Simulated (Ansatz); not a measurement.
An input for Ansatz 0.2.0 (Si2As4W (MoSi2N4-type monolayer)):

```yaml
crystal:
  lattice:
    - [3.5515699494, 0.0, 0.0]
    - [-1.7757849747, 3.0757497995, 0.0]
    - [0.0, 0.0, 42.8]
  atoms:
    - { symbol: W, position: [0.0, 0.0, 0.5] }
    - { symbol: As, position: [0.3333333333, 0.6666666667, 0.5345136757] }
    - { symbol: As, position: [0.3333333333, 0.6666666667, 0.4654863243] }
    - { symbol: Si, position: [0.3333333333, 0.6666666667, 0.5886517272] }
    - { symbol: Si, position: [0.3333333333, 0.6666666667, 0.4113482728] }
    - { symbol: As, position: [0.6666666667, 0.3333333333, 0.6143724848] }
    - { symbol: As, position: [0.6666666667, 0.3333333333, 0.3856275152] }
  periodic: [true, true, false]
kpoints:
  mp_grid: { grid: [9, 9, 1] }
hamiltonian:
  xc: lda
  pseudopotentials: { kind: paw, azcp: { folder: soft_1 }, xc_functional: pbe }
scf:
  occupations: { method: fixed }
gw:
  n_empty_bands: 258
  ecut_chi: 39.0
  qp_bands: [v2, c2]
  qp_kpoints: band_edges
  screening: { model: contour_deformation }
```

```sh
ansatz run input.yaml --threads 4 --pin off --max-ram 17510MiB --backend cpu --events-out ev --progress --plain --runs-dir out
```

Estimate wall time and host memory on 4 threads of Arm Neoverse V1, shared host.

It took 12 min; on shared hardware allow 6.1 min to 24 min. Peak host memory was 3.3 GiB. The sizes that set the cost: 9017 plane waves a state, 12 irreducible k points, 299 bands summed, 241 plane waves in the screening and 10 SCF cycles.

The screening grows as filled bands × empty bands × pairs of k points, times the square of the screening basis for the matrix.

[Paths, hosts, dates, memory and timing lines, banners, echoed tables and standing remarks are left out of the program output.]

[Logs are printed without paths, hosts, clocks, repeated set-up lines and the standing remarks that a program may print on its own settings, such as how far it seeks lower states.]

[Runs of the session that timed out or met a known fault of the program may be left out.]

[Cells called generated may have been cut or substituted from an entry of the Crystallography Open Database or the Materials Project.]

[Hosts, paths, dates, database ids (printed as entryN), source tags and the programs' standing remarks are cut or masked in the printed files.]
